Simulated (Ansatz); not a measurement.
# Stack of 1T-SnS2 under Al2SSe , unshifted in a perpendicular field, part 3 of 3

Wanted: the out-of-plane response of the stack of 1T-SnS2 under Al2SSe , unshifted. A positive field points along +c.

Ansatz 0.2.0; plane-wave DFT, PBE-D3(BJ), Ansatz PAW.

So far. Step 7 (Single point, field -0.2 V/Å): The dipole is -0.149 e·Å, -0.146 e·Å from its value without field, and the gap 1.114 eV. Step 8 (Atoms held, field 0.35 V/Å): The dipole is 0.262 e·Å, 0.264 e·Å from its value without field, and the gap 0.321 eV.

## Step 9: Response, atoms held

This step: plane-wave DFT, PBE-D3(BJ), Ansatz PAW; response to a field along the normal, atoms held (Ansatz 0.2.0).

The dipoles give the slope, and the difference of two potentials shows where the field is screened.

Numbers from this step:

```yaml
equivalent_conductor_thickness_p_eps_0ae: 11.53 Å
distance_between_the_outer_atoms: 11.48 Å
```

The dipole of the cell by applied field:

```
applied field (V/Å)  dipole of the cell (e·Å)
             -0.200                    -0.149
             -0.100                   -0.0756
              0.000                  -0.00242
              0.100                    0.0712
              0.200                     0.146
              0.350                     0.262
```

Local field over the applied field, running mean. From the potentials at -0.1 and 0.1 V/Å; running mean over 2.5 Å. The local field over applied field by z:

```
z (Å)  local field over applied field
    5                           0.997
    6                           0.975
    7                           0.837
    8                           0.512
    9                           0.190
   10                          0.0711
   11                          0.0686
   12                           0.167
   13                           0.401
   14                           0.475
   15                           0.274
   16                          0.0905
   17                          0.0875
   18                           0.144
   19                           0.122
   20                           0.138
   21                           0.330
   22                           0.677
   23                           0.928
   24                           0.991
   25                           0.999
```

Electrons, planar mean, per unit field. Table of induced electron density by z:

```
z (Å)  induced electron density (e/Å³ per V/Å)
  4.5                                   2.8e-6
  5.0                                   9.8e-6
  5.5                                   3.4e-5
  6.0                                   1.1e-4
  6.5                                   3.3e-4
  7.0                                   9.0e-4
  7.5                                  0.00215
  8.0                                  0.00352
  8.5                                  0.00244
  9.0                                  0.00109
  9.5                                   2.1e-4
 10.0                                  -9.3e-4
 10.5                                   2.5e-5
 11.0                                   9.2e-4
 11.5                                  -2.6e-4
 12.0                                  -8.0e-4
 12.5                                 -0.00229
 13.0                                 -0.00286
 13.5                                 -0.00102
 14.0                                  0.00105
 14.5                                  0.00285
 15.0                                  0.00241
 15.5                                   7.4e-4
 16.0                                   3.9e-4
 16.5                                  -8.7e-4
 17.0                                 -0.00112
 17.5                                   6.4e-4
 18.0                                   3.6e-4
 18.5                                 -0.00105
 19.0                                  -1.1e-4
 19.5                                  0.00149
 20.0                                   5.0e-5
 20.5                                  -7.6e-4
 21.0                                 -0.00244
 21.5                                 -0.00358
 22.0                                 -0.00219
 22.5                                  -9.4e-4
 23.0                                  -3.5e-4
 23.5                                  -1.2e-4
 24.0                                  -4.1e-5
 24.5                                  -1.3e-5
 25.0                                  -4.1e-6
```

The smaller of the gaps on the path and on the k-mesh, counted as 0 under 0.03 eV. Gap against applied field:

```
applied field (V/Å)  gap (eV)
             -0.200      1.11
             -0.100     0.951
              0.000     0.788
              0.100     0.629
              0.200     0.484
              0.350     0.321
```

By hand: between -0.1 and 0.1 V/Å the dipole changes by 0.1469 e·Å, a slope of 0.7343 e·Å²/V. A perfect conductor of thickness t has p = ε₀AEt, so t = 180.95 × 0.7343 / 11.525 = 11.53 Å (e/ε₀ = 180.95 V·Å, A in Å²).

The induced dipole is that of a conductor 11.53 Å thick.

## Step 10: The same run with other settings: efield.amplitude = -0.3 and efield.ramp_width = 0.15

This step: plane-wave DFT, PBE-D3(BJ), Ansatz PAW (Ansatz 0.2.0).

A run with a changed input: it repeats the earlier run at 0.1 V/Å with efield.amplitude from 0.1 to -0.3 and efield.ramp_width from 0.06 to 0.15.

Input file input.yaml:

```yaml
crystal:
  lattice:
    - [3.6480057256, 0.0, 0.0]
    - [-1.8240028628, 3.1592656316, 0.0]
    - [0.0, 0.0, 29.4775822458]
  atoms:
    - { symbol: S, position: [0.6666666667, 0.3333333333, 0.3053167633] }
    - { symbol: Sn, position: [0.0, 0.0, 0.3558523078] }
    - { symbol: S, position: [0.3333333333, 0.6666666667, 0.4063897718] }
    - { symbol: Se, position: [0.3333333333, 0.6666666667, 0.5315649655] }
    - { symbol: Al, position: [0.0, 0.0, 0.5727289075] }
    - { symbol: Al, position: [0.0, 0.0, 0.659877032] }
    - { symbol: S, position: [0.3333333333, 0.6666666667, 0.6946832367] }
kpoints:
  mp_grid: { grid: [18, 18, 1] }
  band_path:
    path: [[0, 0, 0], [0.5, 0, 0], [0.33333333, 0.33333333, 0], [0, 0, 0]]
    npoints: 16
hamiltonian:
  xc: pbe
  dispersion: d3bj
scf:
  occupations: { method: fermi_dirac, width: 0.05 }
  convergence: { dr2_threshold: 1.0e-10 }
efield:
  axis: 3
  dipole_correction: true
  ramp_position: 0.97
  ramp_width: 0.15
  amplitude: -0.3
output:
  write_potential: true
  write_density: true
  volumetric_format: npy
```

The run is started by

```
$ ansatz run input.yaml --threads 4 --pin off --max-ram 6144MiB --backend cpu --events-out ev --progress --plain --runs-dir out
```

What it wrote:

```text
[...]
Crystal: 7 atoms, lattice volume = 339.730 Å³
Basis set: ecut = 420 eV, 6519 PW (Γ)
Bands: 34, of which v1, the nominal top of the filled ones, is band 27 counted from 1 (26 counted from 0)
Symmetry: 6 space group operations
[...]
k-points: 37 of 324 (time reversal used)
[...]
SCF iter   1: F=—  HF=-15281.417829 eV  |F-HF|=—  |Δ(HF+E_count)|=         —  Δρ=2.72e-2  dr2=3.43e0  ethr=3.10e-3  p=-0.263 e·Å  D=-1.40e-1 V/Å  ΔV_dip=4.14 eV  dr2_dipole=6.13e-3  V_vac-E_F(+/−)=4.24/7.45 eV  ⟨swp⟩=9.0  Hψ=6663  notcnv=0  defer=3
[...]
SCF iter  13: F=-15280.488509 eV  HF=-15280.488509 eV  |F-HF|=1.27e-11  |Δ(HF+E_count)|=  2.40e-10  Δρ=7.25e-8  dr2=2.16e-11  ethr=1.00e-12  p=-0.222 e·Å  D=-1.18e-1 V/Å  ΔV_dip=3.48 eV  dr2_dipole=8.93e-15  V_vac-E_F(+/−)=3.14/7.00 eV  ⟨swp⟩=13.2  Hψ=4950  notcnv=0
SCF 1 converged in 13 iterations: F = -15280.488509 eV  dr2 = 2.16e-11
[...]
SCF converged after 13 iterations
Free energy (F): -15280.488509 eV
[...]
Internal energy: -15280.488509 eV  (E = F + TS)
E sigma→0 (E₀):  -15280.488509 eV
Entropy (-TS):   -0.000000 eV (-0.000 meV/atom)
Fermi energy:    0.296699 eV
Dipole field:    D = -0.118110 V/Å  (p = -0.221748 e·Å, saw-weighted, corrected)
Work function:   not extracted (applied field tilts the vacuum); planar V_es + V_field profile in the machine report
[...]
--- Band table (eV; the first three rows and the last of 37) ---
  k-point 0: bands = [... 23 lower, -0.7602, -0.6689, -0.6689, -0.5985, 1.8281, 2.7029, 3.2140, 3.7097, ... 3 higher]
  k-point 1: bands = [... 23 lower, -0.8811, -0.7432, -0.6981, -0.5453, 1.9799, 2.8770, 3.4159, 3.9150, ... 3 higher]
  k-point 2: bands = [... 23 lower, -1.2684, -0.8672, -0.6739, -0.4789, 2.2477, 3.2542, 3.8173, 4.0739, ... 3 higher]
  k-point 36: bands = [... 23 lower, -2.0615, -1.3573, -1.2830, -1.2764, 1.6337, 1.9492, 3.9050, 4.1100, ... 3 higher]
```

Wall time 24 s (4 threads of Arm Neoverse V1, shared host); peak memory 0.89 GiB; 92 s of CPU time.

This step gave:

- dipole along the normal: -0.2217 e·Å
- gap along the path: 1.275 eV
- smallest direct gap along the path: 1.829 eV
- gap, the smaller of path and mesh: 1.275 eV

Electronic bands along the path, in eV, zero at the Fermi level of the run, which the smearing sets inside the gap:

```
  point  band 24  band 25  band 26  band 27  band 28  band 29  band 30  band 31
      Γ    -1.06    -0.97    -0.97    -0.90     1.53     2.41     2.92     3.41
halfway    -1.68    -1.66    -1.05    -0.73     1.64     2.35     3.33     4.02
      M    -2.21    -1.68    -1.46    -1.25     0.58     1.27     2.61     3.24
halfway    -2.43    -1.73    -1.58    -1.42     1.33     1.60     3.40     3.87
      K    -2.36    -1.65    -1.58    -1.57     1.34     1.65     3.61     3.81
halfway    -2.26    -1.80    -1.38    -0.74     1.94     2.73     3.89     4.14
      Γ    -1.06    -0.97    -0.97    -0.90     1.53     2.41     2.92     3.41
```

```
                               quantity  this run  earlier run  difference
          dipole along the normal (e·Å)   -0.2217      0.07121       -0.29
                gap along the path (eV)     1.275       0.6295        0.65
smallest direct gap along the path (eV)     1.829        1.373        0.46
```

The applied field differs, and the slope found earlier predicts a dipole of -0.222 e·Å; this run gives -0.222 e·Å, in line with it.

Besides the dipole, what moves beyond 0.01 in its unit (for the dipole 0.5 % and 5e-5 e·Å): gap along the path (+0.645 eV) and smallest direct gap along the path (+0.456 eV).

## Step 11: A changed input

Another changed input: it repeats the earlier run at 0.1 V/Å with kpoints.mp_grid.grid from [18, 18, 1] to [9, 9, 1].

Edit input.yaml of step 10 so:

```diff
@@ -14,3 +14,3 @@
 kpoints:
-  mp_grid: { grid: [18, 18, 1] }
+  mp_grid: { grid: [9, 9, 1] }
   band_path:
@@ -28,4 +28,4 @@
   ramp_position: 0.97
-  ramp_width: 0.15
-  amplitude: -0.3
+  ramp_width: 0.06
+  amplitude: 0.1
 output:
```

What it wrote:

```text
[...]
Crystal: 7 atoms, lattice volume = 339.730 Å³
Basis set: ecut = 420 eV, 6519 PW (Γ)
Bands: 34, of which v1, the nominal top of the filled ones, is band 27 counted from 1 (26 counted from 0)
Symmetry: 6 space group operations
[...]
k-points: 12 of 81 (time reversal used)
[...]
SCF iter   1: F=—  HF=-15281.395691 eV  |F-HF|=—  |Δ(HF+E_count)|=         —  Δρ=2.72e-2  dr2=3.47e0  ethr=3.10e-3  p=0.086 e·Å  D=4.60e-2 V/Å  ΔV_dip=-1.36 eV  dr2_dipole=3.60e-3  V_vac-E_F(+/−)=6.90/5.55 eV  ⟨swp⟩=9.6  Hψ=2187  notcnv=0  defer=1
[...]
SCF iter  13: F=-15280.457791 eV  HF=-15280.457791 eV  |F-HF|=1.82e-11  |Δ(HF+E_count)|=  1.29e-10  Δρ=3.45e-8  dr2=5.90e-12  ethr=1.00e-12  p=0.071 e·Å  D=3.80e-2 V/Å  ΔV_dip=-1.12 eV  dr2_dipole=1.23e-14  V_vac-E_F(+/−)=6.33/4.74 eV  ⟨swp⟩=12.7  Hψ=1379  notcnv=0
SCF 1 converged in 13 iterations: F = -15280.457791 eV  dr2 = 5.90e-12
[...]
SCF converged after 13 iterations
Free energy (F): -15280.457791 eV
[...]
Internal energy: -15280.457609 eV  (E = F + TS)
E sigma→0 (E₀):  -15280.457700 eV
Entropy (-TS):   -0.000182 eV (-0.026 meV/atom)
Fermi energy:    0.003219 eV
Dipole field:    D = 0.037956 V/Å  (p = 0.071262 e·Å, saw-weighted, corrected)
Work function:   not extracted (applied field tilts the vacuum); planar V_es + V_field profile in the machine report
[...]
--- Band table (eV; the first three rows and the last of 12) ---
  k-point 0: bands = [... 23 lower, -1.3707, -0.7008, -0.7008, -0.5683, 1.2317, 2.6016, 2.8325, 3.7159, ... 3 higher]
  k-point 1: bands = [... 23 lower, -1.5458, -1.2915, -0.8897, -0.4411, 1.6416, 3.2003, 3.4029, 4.0402, ... 3 higher]
  k-point 2: bands = [... 23 lower, -1.9562, -1.3509, -1.2882, -0.3810, 1.4889, 2.9989, 3.5763, 3.8698, ... 3 higher]
  k-point 11: bands = [... 23 lower, -2.2076, -1.9943, -1.6803, -1.2201, 1.3386, 1.6957, 3.9430, 4.1659, ... 3 higher]
```

It took 12 s on 4 threads; peak memory 0.75 GiB.

```
                               quantity  this run  earlier run  difference
          dipole along the normal (e·Å)   0.07126      0.07121      5.2e-5
                gap along the path (eV)    0.6303       0.6295      7.5e-4
smallest direct gap along the path (eV)     1.374        1.373      7.8e-4
```

Nothing in the table moves by 0.01 in its unit (for the dipole 0.5 % and 5e-5 e·Å).

The change did no harm here.

## Step 12: Summary of results

```
gap without field                          : 0.788 eV
ionisation energy, upper face              : 6.01 eV
electron affinity, upper face              : 5.23 eV
step between the vacuum levels             : 0.0379 eV
equivalent conductor thickness, atoms held : 11.5 Å
```

**Reading.** The induced dipole equals that of a perfect conductor 11.53 Å thick, while the outer atoms lie 11.48 Å apart; an out-of-plane ε follows only once a thickness t is chosen, by 1 − 1/ε = 11.53 Å / t. The two faces differ: the vacuum level above lies 0.04 eV higher than the one below. The gap goes from 0.79 eV to 0.32 eV at 0.35 V/Å. With the field reversed it is 1.11 eV at -0.2 V/Å. Semilocal functionals give gaps that are too small, and excitons are not included. Atoms moved by up to 1.4 Å in the relaxation, so the end structure is to be read from its coordinates and not from the name. Spin-orbit coupling is left out, which matters for the bands of elements this heavy.

[Long decimals in the printed logs are rounded to 6 places.]

[Logs are printed without paths, hosts, clocks, repeated set-up lines and the standing remarks that a program may print on its own settings, such as how far it seeks lower states.]

[Hosts, paths, dates, database ids (printed as entryN), source tags and the programs' standing remarks are cut or masked in the printed files.]

[Maps of the electrostatic potential energy from Ansatz leave out the sawtooth potential of an applied field or a dipole correction, so their vacuum need not be flat; planar profiles and work functions include it.]
